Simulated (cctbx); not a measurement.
## Lattice, Laue class and space group of a new crystal

Cell: a = 8.4160 Å, b = 8.4160 Å, c = 11.2110 Å, α = 90.00°, β = 90.00°, γ = 90.00°. Expected content of the cell: Ir20 Te2 Ag4 Pd8 S16.

Simulated single-crystal data (cctbx): synchrotron X-rays, λ = 0.7749 Å, to d = 0.8 Å, 95 % of the full sphere, strongest reflection 20000 counts, noise from counting, a 3 % proportional error and a noise floor of 4 counts (s.d.); no absorption, some extinction.

Tests on the unmerged data give:

```text
6236 reflections to d = 0.800 A
centring   violations  <I/sigma> of those
    A       1419 of  3130      8.3
    B       1420 of  3129      8.2
    C       1367 of  3097      8.0
    I          0 of  3109     -0.0
    R       1839 of  4144      8.4
    F       2103 of  4678      8.2
Laue class    unique    Rint  (classes that these axes allow; Friedel mates merged)
I 1 2/m 1         880   0.455
I 1 1 2/m         867   0.027
I 2/m 1 1         880   0.454
I m m m           494   0.456
I 4/m             437   0.030
I 4/m m m         271   0.457
space group    extra absences  I>4sigma  <I/sigma>
I 4                     0          0         -  acentric
I -4                    0          0         -  acentric
I 4/m                   0          0         -  centric
Wilson B = 0.13 A^2   <|E^2-1|> = 0.941 (0.968 centric, 0.736 acentric)   E^2>4: 3.5 %
shell (A)         n   <I/sigma>
 6.73 - 1.59     57     46.0
 1.59 - 1.27     57     44.7
 1.27 - 1.11     52     49.0
 1.11 - 1.01     49     39.3
 1.01 - 0.94     56     37.5
 0.94 - 0.88     60     39.6
 0.88 - 0.84     50     40.1
 0.84 - 0.80     56     37.3
```

**Question.** What are the lattice type, the Laue class and the likely space group?

The reflections that I centring forbids are absent (⟨I/σ⟩ near 0), so the lattice is I.

Rint stays low (0.027 to 0.030) up to I 4/m and is 0.454 or more in the other classes.

3 settings pass the absence test. No glide or screw absences show, which leaves I 4, I -4 and I 4/m.

⟨|E²−1|⟩ = 0.941 leans to a centrosymmetric structure. The Wilson B of 0.13 Å² means U ≈ 0.0016 Å².

The true group is I4/m (no. 87), Laue class 4/m, centrosymmetric. The tables only narrow the choice to the tied entries; cell content, site symmetry and trial solutions must settle it.

The model is made up (kin elements in a known structure type, no relaxation), so it says nothing on whether the phase exists.

[Logs are printed without paths, hosts, clocks, repeated set-up lines and the standing remarks that a program may print on its own settings, such as how far it seeks lower states.]
